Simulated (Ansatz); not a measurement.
# Starting-point dependence of the GW gap of MgAl2C2 (P-3m1), part 2 of 2

Aim: G0W0 for MgAl2C2 (P-3m1) on several starting functionals, at one mesh, band count and screening cutoff.

Ansatz 0.2.0; G0W0 on several functionals, plane waves, PAW. Known limits of the many-body steps: not at the basis limit.

So far. Step 2 (G0W0 on r2SCAN): The gap on the mesh goes from 2.25 eV to 2.68 eV, a correction of +0.43 eV. Between the two edge states, bare exchange in place of the xc potential would open the gap by 5.77 eV, and correlation takes back 5.35 eV.

In doubt: masses and optical values from hybrid runs of this build are listed as unsure (steps 3, 4), which bears on the screening that GW takes from such a start.

## 3. G0W0 on HSE06

The same correction from a different start measures what one shot leaves open.

This step: G0W0 on HSE06, plane waves, PAW.

input.yaml reads:

```yaml
crystal:
  lattice:
    - [3.377, 0.0, 0.0]
    - [-1.6885, 2.9245677886, 0.0]
    - [0.0, 0.0, 5.817]
  atoms:
    - { symbol: Mg, position: [0.0, 0.0, 0.0] }
    - { symbol: Al, position: [0.3333333333, 0.6666666667, 0.3506950892] }
    - { symbol: Al, position: [0.6666666667, 0.3333333333, 0.6493049108] }
    - { symbol: C, position: [0.3333333333, 0.6666666667, 0.7289915423] }
    - { symbol: C, position: [0.6666666667, 0.3333333333, 0.2710084577] }
kpoints:
  mp_grid: { grid: [6, 6, 4] }
hamiltonian:
  xc: hse06
scf:
  occupations: { method: fixed }
gw:
  n_empty_bands: 171
  ecut_chi: 120
  qp_bands: [v2, c2]
  qp_kpoints: band_edges
  screening: { model: contour_deformation }
```

Started as:

```console
> ansatz run input.yaml --threads 2 --pin off --max-ram 92160MiB --backend cuda --events-out ev --progress --plain --runs-dir out --devices 1 --max-vram 13GiB  # rebuilt from the run's record
```

Numbers of over 12 decimals in the logs are rounded to 6 here.

What it wrote:

```text
GPUs: using 1 of 1 available (devices: 1).
[...]
davidson cushion auto → on  (no smearing: the cushion is to keep the highest requested band from converging to the state above it; pin scf.eigensolver.cushion to override)
[...]
GPU FFT provider: cuFFT
GPU libraries: cuBLAS 13.8.2, cuFFT 12.4.0, cuSOLVER 12.3.4
Crystal: 5 atoms, lattice volume = 57.450 Å³
Basis set: ecut = 420 eV, 1135 PW (Γ)
Bands: 17, of which v1, the nominal top of the filled ones, is band 12 counted from 1 (11 counted from 0)
Symmetry: 12 space group operations
[...]
k-points: 24 of 144
[...]
GPU buffer pool allocated for 23040 grid points (all kernels)
[...]
SCF iter   1: F=—  HF=-3500.969998 eV  |F-HF|=—  |Δ(HF+E_count)|=         —  Δρ=1.96e-3  dr2=2.72e-3  ethr=1.77e-3  ⟨swp⟩=8.5  Hψ=2108  notcnv=0
[...]
SCF iter   3: F=-3500.970114 eV  HF=-3500.970163 eV  |F-HF|=4.91e-5  |Δ(HF+E_count)|=   3.16e-5  Δρ=4.46e-4  dr2=1.50e-4  ethr=2.61e-6  ⟨swp⟩=4.3  Hψ=1197  notcnv=0  defer=2
SCF 1 stopped early in 3 iterations: F = -3500.970114 eV  dr2 = 1.50e-4
[...]
GPU FFT provider: cuFFT
GPU libraries: cuBLAS 13.8.2, cuFFT 12.4.0, cuSOLVER 12.3.4
[...]
GPU buffer pool allocated for 23040 grid points (all kernels)
[...]
Free energy (F): -3502.337687 eV
Frozen-core exchange: fock
[...]
Internal energy: -3502.337687 eV  (E = F + TS)
E sigma→0 (E₀):  -3502.337687 eV
Fermi energy:    8.060407 eV
[...]
--- Band table (eV; the first three rows and the last of 24) ---
  k-point 0: bands = [... 8 lower, 6.8531, 7.8242, 7.8242, 7.8349, 12.3331, 13.7148, 15.8723]
  k-point 1: bands = [... 8 lower, 6.9322, 6.9322, 7.7249, 7.7249, 13.0774, 14.1698, 15.6739]
  k-point 2: bands = [... 8 lower, 7.0378, 7.0378, 7.5993, 7.5993, 13.5579, 14.5546, 15.7825]
  k-point 23: bands = [... 8 lower, 2.3699, 3.6060, 6.8714, 6.8714, 12.4727, 12.4727, 13.3363]
  guard bands above this table: 2 of the run's 17 bands. The solve was not asked for them (output.publish_guard_bands: true or output.eigenvalues: true publishes all)
[...]
0    11      7.8242   -17.4193     1.9310   -15.3869  0.7894     7.7227     7.7228  root
     0    12      7.8349   -16.2772     1.5288   -14.6062  0.7927     7.6925     7.6927  root
     0    13     12.3331    -9.0794    -4.1241   -13.3945  0.8009    12.5244    12.5241  root
     0    14     13.7148    -8.1491    -4.3857   -12.7248  0.8006    13.9052    13.9049  root
     1    11      7.7249   -17.3878     1.9608   -15.3215  0.7890     7.6194     7.6195  root
     1    12      7.7249   -17.3878     1.9608   -15.3215  0.7890     7.6194     7.6195  root
     1    13     13.0774    -8.6161    -4.3058   -13.1021  0.7998    13.2579    13.2575  root
     1    14     14.1698    -8.5193    -4.5339   -13.2523  0.7931    14.3693    14.3689  root
[...]
23    11      6.8714   -16.5954     1.8950   -14.5577  0.7866     6.7287     6.7289  root
    23    12      6.8714   -16.5954     1.8950   -14.5577  0.7866     6.7287     6.7289  root
    23    13     12.4727    -6.6966    -4.0699   -10.8845  0.8129    12.5908    12.5906  root
    23    14     12.4727    -6.6966    -4.0699   -10.8845  0.8129    12.5908    12.5906  root
```

It took 47 s on 1 × NVIDIA H100 80GB HBM3 (shared by 6 runs) with 2 threads of AMD EPYC 7R13 (Zen 3), shared host; peak memory 1.6 GiB.

This step gave:

```yaml
bands_summed: 183
rpa_eps_infinity_on_this_mesh_eigenvalues: 6.012, 6.012, 6.618
plane_waves_in_the_screening_matrix: 149
q_points_in_the_mesh: 144
g0w0_gap_on_the_mesh: 2.861 eV
k_of_the_valence_top: 0, 0.1667, 0
k_of_the_conduction_bottom: 0, -0.5, 0.25
starting_gap_on_the_mesh: 2.616 eV
z_at_the_valence_top: 0.7924
z_at_the_conduction_bottom: 0.8198
least_direct_g0w0_gap_on_the_computed_points: 4.181 eV
```

Against the run with 6×6×4 mesh, 171 empty bands, screening to 120 eV on r2SCAN, the gap moves by +0.18 eV, while the start moved by +0.36 eV.

## 4. G0W0 on PBE0

This step: G0W0 on PBE0, plane waves, PAW.

input.yaml: that of step 3 with these lines changed.

```diff
@@ -14,3 +14,3 @@
 hamiltonian:
-  xc: hse06
+  xc: pbe0
 scf:
```

What it wrote:

```text
GPUs: using 1 of 1 available (devices: 1).
[...]
GPU FFT provider: cuFFT
GPU libraries: cuBLAS 13.8.2, cuFFT 12.4.0, cuSOLVER 12.3.4
Crystal: 5 atoms, lattice volume = 57.450 Å³
Basis set: ecut = 420 eV, 1135 PW (Γ)
Bands: 17, of which v1, the nominal top of the filled ones, is band 12 counted from 1 (11 counted from 0)
Symmetry: 12 space group operations
[...]
k-points: 24 of 144
[...]
1    13     13.4237    -8.6014    -4.2050   -12.7536  0.8111    13.3709    13.3708  root
     1    14     14.5329    -8.5094    -4.4202   -12.8874  0.8052    14.4908    14.4907  root
[...]
23    11      6.5064   -16.6073     1.8068   -14.9251  0.7990     6.6309     6.6311  root
    23    12      6.5064   -16.6073     1.8068   -14.9251  0.7990     6.6309     6.6311  root
    23    13     12.8139    -6.6875    -3.9736   -10.5412  0.8237    12.6942    12.6940  root
    23    14     12.8139    -6.6875    -3.9736   -10.5412  0.8237    12.6942    12.6940  root
[key lines of the parts left out:]
Free energy (F): -3502.925887 eV
Fermi energy:    7.703809 eV
```

The job ended after 51 s (1 × NVIDIA H100 80GB HBM3 (shared by 6 runs) with 2 threads; peak memory 1.6 GiB).

Numbers from this step:

```yaml
bands_summed: 183
rpa_eps_infinity_on_this_mesh_eigenvalues: 5.501, 5.501, 6.006
plane_waves_in_the_screening_matrix: 149
g0w0_gap_on_the_mesh: 3.033 eV
k_of_the_valence_top: 0, 0.1667, 0
k_of_the_conduction_bottom: 0, -0.5, 0.25
starting_gap_on_the_mesh: 3.302 eV
least_direct_g0w0_gap_on_the_computed_points: 4.373 eV
```

Against the run with 6×6×4 mesh, 171 empty bands, screening to 120 eV on HSE06, the gap moves by +0.17 eV, while the start moved by +0.69 eV.

## 5. Side by side

All on the 6×6×4 mesh with 171 empty bands and screening to 120 eV. Times are wall times on 1 × NVIDIA H100 80GB HBM3 (shared by 6 runs) with 2 threads of AMD EPYC 7R13 (Zen 3), shared host, good to a factor of about two.

| start | starting gap (eV) | shift (eV) | G0W0 gap (eV) | RPA ε∞ (harmonic mean) | Z (valence, conduction) | time |
| --- | --- | --- | --- | --- | --- | --- |
| r2SCAN | 2.25 | +0.43 | 2.68 | 6.72 | 0.78, 0.81 | 20 s |
| HSE06 | 2.62 | +0.25 | 2.86 | 6.20 | 0.79, 0.82 | 47 s |
| PBE0 | 3.30 | −0.27 | 3.03 | 5.66 | 0.80, 0.83 | 51 s |

How the two edges are built up, in eV (the quasiparticle level is the starting level plus Σx plus Σc less Vxc):

| run | edge | start | Σx | Σc | Vxc | Z | QP |
| --- | --- | --- | --- | --- | --- | --- | --- |
| r2SCAN | valence top | 8.47 | -16.38 | 1.65 | -14.38 | 0.78 | 8.11 |
| r2SCAN | conduction bottom | 10.72 | -6.69 | -3.70 | -10.46 | 0.81 | 10.79 |
| HSE06 | valence top | 8.06 | -16.35 | 1.55 | -14.67 | 0.79 | 7.92 |
| HSE06 | conduction bottom | 10.68 | -6.62 | -3.71 | -10.44 | 0.82 | 10.78 |
| PBE0 | valence top | 7.70 | -16.37 | 1.47 | -15.03 | 0.80 | 7.84 |
| PBE0 | conduction bottom | 11.01 | -6.60 | -3.64 | -10.10 | 0.83 | 10.87 |

For a hybrid start, Vxc holds its share of exact exchange.

## 6. What came out

```json
{"G0W0@r2SCAN": "2.68 eV (start 2.25 eV)", "G0W0@HSE06": "2.86 eV (start 2.62 eV)", "G0W0@PBE0": "3.03 eV (start 3.30 eV)", "known limits": "not at the basis limit"}
```

**Reading.** The starting gaps span 1.05 eV and the G0W0 gaps 0.36 eV. Between r2SCAN and PBE0, 0.36 eV of the 1.05 eV survives, 34 %. PBE0 screens less than r2SCAN (ε∞ 5.66 against 6.72). Of the 0.36 eV by which its G0W0 gap is higher, the correlation part gives +0.24 eV, and exchange with the one-particle terms, which follow the orbitals, +0.12 eV. On PBE0 the correction is negative: that start lies above its own G0W0 value. The smallest correction, +0.25 eV, is on HSE06, the start nearest to reproducing itself, though another is as near within the errors. Bands and cutoff are finite, so the gap is not at the basis limit. The miss can reach some tenths of an eV and take either sign; the mesh is an error of its own.

[Paths, hosts, dates, memory and timing lines, banners, echoed tables and standing remarks are left out of the program output.]

[Logs are printed without paths, hosts, clocks, repeated set-up lines and the standing remarks that a program may print on its own settings, such as how far it seeks lower states.]

[Runs of the session that timed out or met a known fault of the program may be left out.]

[Cells called generated may have been cut or substituted from an entry of the Crystallography Open Database or the Materials Project.]

[Hosts, paths, dates, database ids (printed as entryN), source tags and the programs' standing remarks are cut or masked in the printed files.]
